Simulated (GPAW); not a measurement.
## Geometry or basis: what sets the conductance of a Li chain with two Au atoms in line

How well does a Li chain with two Au atoms in line conduct once its atoms have relaxed, and how much do cheaper levels lose?

Main program and level: GPAW 26.7.0; GPAW LCAO, PAW setups; relaxation of the junction within the symmetry of its start, lead ends held, in the first sound run; inputs show where later runs differ.

Report form: the programs' logs are mostly left out.

**1. The starting structure**

The cell holds 14 atoms: 12 Li and 2 Au. Cell: a = 9.000 Å, b = 9.000 Å, c = 40.319 Å, α = 90.0°, β = 90.0°, γ = 90.0°. Regions: left lead, 6 atoms (6 Li); channel, 2 atoms (2 Au); right lead, 6 atoms (6 Li). Vacuum lies along a and b. The structure is stacked along c, and the current runs across the ab planes.

**2. Relaxing the atoms**

Transmission follows bond lengths closely, so the atoms between the held lead ends are relaxed first, within whatever symmetry the start has.

run.py reads:

```python
import json
from ase import Atoms
from ase.constraints import FixAtoms
from ase.optimize import BFGS
from gpaw import GPAW, FermiDirac

device = Atoms(
    ['Li', 'Li', 'Li', 'Li', 'Li', 'Li', 'Au', 'Au', 'Li', 'Li', 'Li', 'Li', 'Li', 'Li'],
    positions=[
        [4.50000, 4.50000, 1.47500],
        [4.50000, 4.50000, 4.42500],
        [4.50000, 4.50000, 7.37500],
        [4.50000, 4.50000, 10.32500],
        [4.50000, 4.50000, 13.27500],
        [4.50000, 4.50000, 16.22500],
        [4.50000, 4.50000, 18.85960],
        [4.50000, 4.50000, 21.45960],
        [4.50000, 4.50000, 24.09420],
        [4.50000, 4.50000, 27.04420],
        [4.50000, 4.50000, 29.99420],
        [4.50000, 4.50000, 32.94420],
        [4.50000, 4.50000, 35.89420],
        [4.50000, 4.50000, 38.84420]],
    cell=[[9.0, 0.0, 0.0], [0.0, 9.0, 0.0], [0.0, 0.0, 40.3192]],
    pbc=True)

device.set_constraint(FixAtoms([0, 1, 2, 3, 4, 9, 10, 11, 12, 13]))
device.calc = GPAW(mode='lcao', basis='dzp', xc='PBE', h=0.18,
                   kpts={'size': (1, 1, 2), 'gamma': True},
                   symmetry={'tolerance': 1e-3, 'extra_ids': [1, 1, 1, 1, 1, 0, 0, 0, 0, 1, 1, 1, 1, 1]},
                   occupations=FermiDirac(0.1), maxiter=250,
                   mixer=dict(beta=0.1, nmaxold=8, weight=100.0),
                   convergence=dict(density=0.0001), txt='relax.txt')
path = []
opt = BFGS(device, maxstep=0.15)
opt.attach(lambda: path.append((device.get_potential_energy(), device.positions.tolist(), device.get_forces().tolist())))
relaxed = bool(opt.run(fmax=0.05, steps=50))
json.dump(dict(relaxed=relaxed, path=path, positions=device.positions.tolist(), moments=device.get_magnetic_moments().tolist(),
               forces=device.get_forces(apply_constraint=False).tolist()), open('result.json', 'w'))
```

Launch:

```bash
$ OMP_NUM_THREADS=1 OPENBLAS_NUM_THREADS=1 python run.py
```

Run time: 3.9 min. Hardware: 1 thread of Arm Neoverse V1, shared host; peak memory 1.6 GiB.

Step by step:

```csv
step,energy less that of the first step (eV),largest force (eV/Å)
1,0.0000,1.3920
2,-0.0654,1.0734
3,-0.2403,0.5062
4,-0.2682,0.3085
5,-0.2730,0.2422
6,-0.2830,0.3067
7,-0.3035,0.3479
8,-0.3208,0.1399
9,-0.3225,0.0304
```

The atoms that moved most (Å):

| atom | dx | dy | dz | length |
| --- | --- | --- | --- | --- |
| Li9 | 0.000 | 0.000 | -0.231 | 0.231 |
| Li6 | 0.000 | 0.000 | 0.231 | 0.231 |
| Au7 | 0.000 | 0.000 | -0.076 | 0.076 |
| Au8 | 0.000 | 0.000 | 0.076 | 0.076 |

The relaxation lowered the energy of the cell by 0.322 eV (energies extrapolated to zero smearing; the optimiser's log prints free energies). The largest force left on a free atom is 0.030 eV/Å.

**3. Double-zeta polarised basis**

The script solves lead and junction separately, takes H and S in the orbital basis, and joins semi-infinite leads through their self-energies; the dzp basis is the working standard.

This step: GPAW LCAO, PAW setups; Landauer transmission from Green's functions with principal layers (ASE), zero bias (GPAW 26.7.0).

run.py reads:

```python
import json
import numpy as np
from ase import Atoms
from ase.transport.calculators import TransportCalculator
from gpaw import GPAW, FermiDirac
from gpaw.lcao.tools import get_lcao_hamiltonian
from scipy.linalg import eigh

# The junction with lead layers at both ends, along the third cell vector
device = Atoms(
    ['Li', 'Li', 'Li', 'Li', 'Li', 'Li', 'Au', 'Au', 'Li', 'Li', 'Li', 'Li', 'Li', 'Li'],
    positions=[
        [4.50000, 4.50000, 1.47500],
        [4.50000, 4.50000, 4.42500],
        [4.50000, 4.50000, 7.37500],
        [4.50000, 4.50000, 10.32500],
        [4.50000, 4.50000, 13.27500],
        [4.50000, 4.50000, 16.45594],
        [4.50000, 4.50000, 18.78344],
        [4.50000, 4.50000, 21.53576],
        [4.50000, 4.50000, 23.86326],
        [4.50000, 4.50000, 27.04420],
        [4.50000, 4.50000, 29.99420],
        [4.50000, 4.50000, 32.94420],
        [4.50000, 4.50000, 35.89420],
        [4.50000, 4.50000, 38.84420]],
    cell=[[9.0, 0.0, 0.0], [0.0, 9.0, 0.0], [0.0, 0.0, 40.3192]],
    pbc=True)

# One principal layer of the lead: the first 3 atoms of the device
lead = Atoms(
    ['Li', 'Li', 'Li'],
    positions=[
        [4.50000, 4.50000, 1.47500],
        [4.50000, 4.50000, 4.42500],
        [4.50000, 4.50000, 7.37500]],
    cell=[[9.0, 0.0, 0.0], [0.0, 9.0, 0.0], [0.0, 0.0, 8.85]],
    pbc=True)

settings = dict(mode='lcao', basis='dzp', xc='PBE', h=0.2,
                occupations=FermiDirac(0.1), maxiter=250,
                mixer=dict(beta=0.1, nmaxold=8, weight=100.0),
                convergence=dict(density=0.0001))
energies = np.arange(-2, 2 + 1e-9, 0.025)
eta = 0.0001
n1, n2 = 1, 1
# k and -k transmit alike, so half of the mesh across the current serves
mesh = [(i, j) for i in range(n1) for j in range(n2) if (i, j) <= (-i % n1, -j % n2)]
weights = np.array([1 if (i, j) == (-i % n1, -j % n2) else 2 for i, j in mesh]) / (n1 * n2)

# [... helper functions left out ...]
fermi_lead = ground_state(lead, (1, 1, 13), 'lead.txt')
fermi_device = ground_state(device, (1, 1, 2), 'device.txt')
# [... loop over the mesh left out, but for ...]
        # Shift the lead onto the potential of the device's first layer
        shift = ((H[:, 0, 0] - H0[:, 0, 0]) / S0[0, 0]).real.mean()
# [...]
kT = 8.617333e-5 * 300
bias = [0.1, 0.2, 0.5, 1.0, 1.5, 2.0]
# [... integrals and printing left out ...]
```

Run time: 35 s. Hardware: 1 thread; peak memory 1.1 GiB.

Numbers from this step:

```
conductance                                             : 0.3279 G₀
thermopower                                             : 25.80 μV/K
largest coupling past the next principal layer          : 1.28e-8 eV
largest misfit of the first principal layer             : 0.01441 eV
shift that aligns the lead                              : 1.74e-4 eV
basis functions of the junction                         : 90
basis functions of a principal layer                    : 15
transmission at the Fermi level (one spin)              : 0.3229
open channels of the lead at the Fermi level (one spin) : 1
```

One spin. The transmission, zone mean by energy, zero at the Fermi level:

| energy (eV) | transmission, zone mean |
| --- | --- |
| -2.000 | 0 |
| -1.900 | 0 |
| -1.800 | 0 |
| -1.700 | 0 |
| -1.600 | 0 |
| -1.500 | 0 |
| -1.400 | 0 |
| -1.300 | 0 |
| -1.200 | 0 |
| -1.100 | 0 |
| -1.000 | 0 |
| -0.900 | 0 |
| -0.800 | 1.3e-11 |
| -0.700 | 0.00748 |
| -0.600 | 0.0490 |
| -0.500 | 0.219 |
| -0.400 | 0.763 |
| -0.325 | 0.991 |
| -0.300 | 0.948 |
| -0.200 | 0.664 |
| -0.100 | 0.461 |
| 0.000 | 0.323 |
| 0.100 | 0.230 |
| 0.200 | 0.173 |
| 0.300 | 0.142 |
| 0.400 | 0.126 |
| 0.500 | 0.120 |
| 0.600 | 0.119 |
| 0.700 | 0.120 |
| 0.800 | 0.122 |
| 0.900 | 0.123 |
| 1.000 | 0.124 |
| 1.100 | 0.124 |
| 1.200 | 0.125 |
| 1.300 | 0.125 |
| 1.400 | 0.125 |
| 1.500 | 0.125 |
| 1.600 | 0.124 |
| 1.700 | 0.120 |
| 1.800 | 0.115 |
| 1.900 | 0.107 |
| 2.000 | 0.0937 |

Crossings of the lead's bands, unfolded to its shortest repeat. The open channels, zone mean by energy, zero at the Fermi level:

| energy (eV) | open channels, zone mean |
| --- | --- |
| -0.800 | 0 |
| -0.700 | 1 |
| -0.600 | 1 |
| -0.500 | 1 |
| -0.400 | 1 |
| -0.300 | 1 |
| -0.200 | 1 |
| -0.100 | 1 |
| 0.000 | 1 |
| 0.100 | 1 |
| 0.200 | 1 |
| 0.300 | 1 |
| 0.400 | 1 |
| 0.500 | 1 |
| 0.600 | 1 |
| 0.700 | 1 |
| 0.800 | 1 |
| 0.900 | 1 |
| 1.000 | 1 |
| 1.100 | 1 |
| 1.200 | 1 |
| 1.300 | 1 |
| 1.400 | 1 |
| 1.500 | 1 |
| 1.600 | 1 |
| 1.700 | 1 |
| 1.800 | 1 |
| 1.900 | 1 |
| 2.000 | 1 |

Not self-consistent under bias; the bias window is split evenly. Table of current through one cell, from the zero-bias transmission by bias:

```csv
bias (V),"current through one cell, from the zero-bias transmission (μA)"
0.100,2.56
0.200,5.20
0.500,14.6
1.000,30.9
1.500,34.5
2.000,36.9
```

Table of transmission of the three most open eigenchannels by energy, zero at the Fermi level:

| energy (eV) | channel 1 | channel 2 = channel 3 |
| --- | --- | --- |
| -0.800 | 1.3e-11 | 0 |
| -0.700 | 0.00748 | 0 |
| -0.600 | 0.0490 | 0 |
| -0.500 | 0.219 | 0 |
| -0.400 | 0.763 | 0 |
| -0.300 | 0.948 | 0 |
| -0.200 | 0.664 | 0 |
| -0.100 | 0.461 | 0 |
| 0.000 | 0.323 | 0 |
| 0.100 | 0.230 | 0 |
| 0.200 | 0.173 | 0 |
| 0.300 | 0.142 | 0 |
| 0.400 | 0.126 | 0 |
| 0.500 | 0.120 | 0 |
| 0.600 | 0.119 | 0 |
| 0.700 | 0.120 | 0 |
| 0.800 | 0.122 | 0 |
| 0.900 | 0.123 | 0 |
| 1.000 | 0.124 | 0 |
| 1.100 | 0.124 | 0 |
| 1.200 | 0.125 | 0 |
| 1.300 | 0.125 | 0 |
| 1.400 | 0.125 | 0 |
| 1.500 | 0.125 | 0 |
| 1.600 | 0.124 | 0 |
| 1.700 | 0.120 | 0 |
| 1.800 | 0.115 | 0 |
| 1.900 | 0.107 | 0 |
| 2.000 | 0.0937 | 0 |

Couplings past the next layer reach 1.3e-8 eV, small enough to drop; the matrix elements of the cell's first layer differ from the bulk lead's by up to 0.014 eV. That layer keeps its own values in the calculation, and only beyond it is the lead taken as perfect. The Fermi levels of lead and junction count from different zeros of potential, one for each periodic cell; with both set to zero, the small remaining shift is what aligns them. Without spin-orbit coupling, which is large for these atoms, channel counts and T are those of the scalar-relativistic bands. By hand: G = 0.3279 × 77.48 μS = 25.4 μS, a resistance of 39.4 kΩ; at 0.1 V a linear junction would pass 2.54 μA, and the integral over the bias window gives 2.56 μA. Mott's formula, S = -(π²/3)(k_B²T/e) d ln T/dE, has the prefactor 7.33 μV/K·eV at 300 K; T = 0.3528 at -0.025 eV and 0.2958 at 0.025 eV give a slope of -3.53 per eV and S = 25.8 μV/K, beside 25.8 μV/K from the thermal integral, which interpolates the same grid.

**4. GPAW, szp: basis = "szp(dzp)"**

One radial function a shell plus polarisation makes the matrices smaller; the question is what that costs.

Edit run.py of step 3 so:

```diff
@@ -39,3 +39,3 @@
 
-settings = dict(mode='lcao', basis='dzp', xc='PBE', h=0.2,
+settings = dict(mode='lcao', basis='szp(dzp)', xc='PBE', h=0.2,
                 occupations=FermiDirac(0.1), maxiter=250,
```

Run time: 37 s. Hardware: 1 thread; peak memory 1.1 GiB.

Numbers from this step:

```
conductance                                    : 0.3023 G₀
thermopower                                    : 24.99 μV/K
largest coupling past the next principal layer : 1.26e-8 eV
largest misfit of the first principal layer    : 0.01514 eV
shift that aligns the lead                     : 1.91e-4 eV
basis functions of the junction                : 66
basis functions of a principal layer           : 12
transmission at the Fermi level (one spin)     : 0.2978
```

One spin. The transmission, zone mean by energy, zero at the Fermi level:

```
energy (eV)  transmission, zone mean
     -2.000                        0
     -1.900                        0
     -1.800                        0
     -1.700                        0
     -1.600                        0
     -1.500                        0
     -1.400                        0
     -1.300                        0
     -1.200                        0
     -1.100                        0
     -1.000                        0
     -0.900                        0
     -0.800                  5.0e-12
     -0.700                  0.00172
     -0.600                   0.0490
     -0.500                    0.249
     -0.400                    0.849
     -0.350                    0.995
     -0.300                    0.893
     -0.200                    0.604
     -0.100                    0.421
      0.000                    0.298
      0.100                    0.215
      0.200                    0.165
      0.300                    0.138
      0.400                    0.126
      0.500                    0.123
      0.600                    0.125
      0.700                    0.131
      0.800                    0.138
      0.900                    0.146
      1.000                    0.154
      1.100                    0.163
      1.200                    0.172
      1.300                    0.182
      1.400                    0.191
      1.500                    0.199
      1.600                    0.204
      1.650                    0.204
      1.700                    0.204
      1.800                    0.198
      1.900                    0.184
      2.000                    0.160
```

Crossings of the lead's bands, unfolded to its shortest repeat. Open channels, zone mean against energy, zero at the Fermi level:

```
energy (eV)  open channels, zone mean
     -0.800                         0
     -0.600                         1
     -0.400                         1
     -0.200                         1
      0.000                         1
      0.200                         1
      0.400                         1
      0.600                         1
      0.800                         1
      1.000                         1
      1.200                         1
      1.400                         1
      1.600                         1
      1.800                         1
      2.000                         1
```

Not self-consistent under bias; the bias window is split evenly. Table of current through one cell, from the zero-bias transmission by bias:

```
bias (V)  current through one cell, from the zero-bias transmission (μA)
   0.100                                                            2.36
   0.200                                                            4.79
   0.500                                                            13.5
   1.000                                                            30.0
   1.500                                                            34.0
   2.000                                                            36.8
```

Table of transmission of the three most open eigenchannels by energy, zero at the Fermi level:

```
energy (eV)  channel 1  channel 2 = channel 3
     -0.800    5.0e-12                      0
     -0.700    0.00172                      0
     -0.600     0.0490                      0
     -0.500      0.249                      0
     -0.400      0.849                      0
     -0.300      0.893                      0
     -0.200      0.604                      0
     -0.100      0.421                      0
      0.000      0.298                      0
      0.100      0.215                      0
      0.200      0.165                      0
      0.300      0.138                      0
      0.400      0.126                      0
      0.500      0.123                      0
      0.600      0.125                      0
      0.700      0.131                      0
      0.800      0.138                      0
      0.900      0.146                      0
      1.000      0.154                      0
      1.100      0.163                      0
      1.200      0.172                      0
      1.300      0.182                      0
      1.400      0.191                      0
      1.500      0.199                      0
      1.600      0.204                      0
      1.700      0.204                      0
      1.800      0.198                      0
      1.900      0.184                      0
      2.000      0.160                      0
```

The conductance, 0.302 G₀, lies 7.8 % below that of the dzp run.

**5. Minimal basis**

One function for each valence shell of the setup, as for a first survey of a large system.

Edit run.py of step 4 so:

```diff
@@ -39,3 +39,3 @@
 
-settings = dict(mode='lcao', basis='szp(dzp)', xc='PBE', h=0.2,
+settings = dict(mode='lcao', basis='sz(dzp)', xc='PBE', h=0.2,
                 occupations=FermiDirac(0.1), maxiter=250,
```

It took 30 s on 1 thread; peak memory 1.1 GiB.

This step gave:

```yaml
conductance: 0.4277 G₀
thermopower: 2.711 μV/K
largest_coupling_past_the_next_principal_layer: 1.25e-8 eV
largest_misfit_of_the_first_principal_layer: 0.006335 eV
shift_that_aligns_the_lead: -6.09e-5 eV
basis_functions_of_the_junction: 24
basis_functions_of_a_principal_layer: 3
transmission_at_the_fermi_level_one_spin: 0.4285
```

One spin. Table of transmission, zone mean by energy, zero at the Fermi level:

```
energy (eV)  transmission, zone mean
     -2.000                        0
     -1.900                        0
     -1.800                        0
     -1.700                        0
     -1.600                        0
     -1.500                        0
     -1.400                        0
     -1.300                        0
     -1.200                        0
     -1.100                        0
     -1.000                  0.00771
     -0.925                    0.981
     -0.900                    0.960
     -0.800                    0.567
     -0.700                    0.418
     -0.600                    0.352
     -0.500                    0.272
     -0.450                    0.940
     -0.400                    0.476
     -0.300                    0.436
     -0.200                    0.441
     -0.100                    0.441
      0.000                    0.428
      0.100                    0.409
      0.200                    0.389
      0.300                    0.375
      0.400                    0.367
      0.500                    0.368
      0.600                    0.376
      0.700                    0.390
      0.800                    0.408
      0.900                    0.430
      1.000                    0.453
      1.100                    0.477
      1.200                    0.502
      1.300                    0.526
      1.400                    0.550
      1.500                    0.575
      1.600                    0.601
      1.700                    0.628
      1.800                    0.658
      1.900                    0.689
      2.000                    0.722
```

The conductance, 0.428 G₀, lies 30 % above that of the dzp run.

**6. RPBE in the dzp basis: xc = "RPBE"**

Back in the dzp basis, the functional changes from PBE to RPBE, to set the spread between functionals beside that between bases.

Edit run.py of step 5 so:

```diff
@@ -39,3 +39,3 @@
 
-settings = dict(mode='lcao', basis='sz(dzp)', xc='PBE', h=0.2,
+settings = dict(mode='lcao', basis='dzp', xc='RPBE', h=0.2,
                 occupations=FermiDirac(0.1), maxiter=250,
```

It took 33 s on 1 thread; peak memory 1.1 GiB.

This step gave:

| Property | Result |
| --- | --- |
| conductance | 0.3530 G₀ |
| thermopower | 27.33 μV/K |
| largest coupling past the next principal layer | 1.35e-8 eV |
| largest misfit of the first principal layer | 0.01455 eV |
| shift that aligns the lead | 4.14e-4 eV |
| basis functions of the junction | 90 |
| basis functions of a principal layer | 15 |
| transmission at the Fermi level (one spin) | 0.3471 |

One spin. Table of transmission, zone mean by energy, zero at the Fermi level:

```csv
energy (eV),"transmission, zone mean"
-2.000,0
-1.800,0
-1.600,0
-1.400,0
-1.200,0
-1.000,0
-0.800,3.0e-11
-0.600,0.0516
-0.400,0.705
-0.325,0.994
-0.200,0.731
0.000,0.347
0.200,0.179
0.400,0.128
0.600,0.118
0.800,0.119
1.000,0.119
1.200,0.119
1.400,0.119
1.600,0.117
1.800,0.110
2.000,0.0927
```

The conductance, 0.353 G₀, lies 7.7 % above that of the dzp run.

**7. The structure as built: geometry = "as built"**

The dzp basis with PBE on the structure as first built shows what the relaxation was worth.

Edit run.py of step 6 so:

```diff
@@ -17,6 +17,6 @@
         [4.50000, 4.50000, 13.27500],
-        [4.50000, 4.50000, 16.45594],
-        [4.50000, 4.50000, 18.78344],
-        [4.50000, 4.50000, 21.53576],
-        [4.50000, 4.50000, 23.86326],
+        [4.50000, 4.50000, 16.22500],
+        [4.50000, 4.50000, 18.85960],
+        [4.50000, 4.50000, 21.45960],
+        [4.50000, 4.50000, 24.09420],
         [4.50000, 4.50000, 27.04420],
@@ -39,3 +39,3 @@
 
-settings = dict(mode='lcao', basis='dzp', xc='RPBE', h=0.2,
+settings = dict(mode='lcao', basis='dzp', xc='PBE', h=0.2,
                 occupations=FermiDirac(0.1), maxiter=250,
```

Elapsed: 35 s, on 1 thread; peak memory 1.1 GiB.

Numbers from this step:

```
conductance                                    : 0.6906 G₀
thermopower                                    : 19.01 μV/K
largest coupling past the next principal layer : 1.28e-8 eV
largest misfit of the first principal layer    : 0.007743 eV
shift that aligns the lead                     : 0.001077 eV
transmission at the Fermi level (one spin)     : 0.6897
```

The conductance, 0.691 G₀, lies 111 % above that of the dzp run.

**8. Cost and result by level**

Times are for 1 thread of Arm Neoverse V1, shared host. The series side by side:

```csv
no.,run,conductance (G₀),time,memory (GiB)
1,dzp,0.3279,35 s,1.1
2,szp,0.3023,37 s,1.1
3,sz,0.4277,30 s,1.1
4,dzp RPBE,0.3530,33 s,1.1
5,asbuilt,0.6906,35 s,1.1
```

(Continued in part 2 of 2.)

[Logs are printed without paths, hosts, clocks, repeated set-up lines and the standing remarks that a program may print on its own settings, such as how far it seeks lower states.]

[Hosts, paths, dates, database ids (printed as entryN), source tags and the programs' standing remarks are cut or masked in the printed files.]
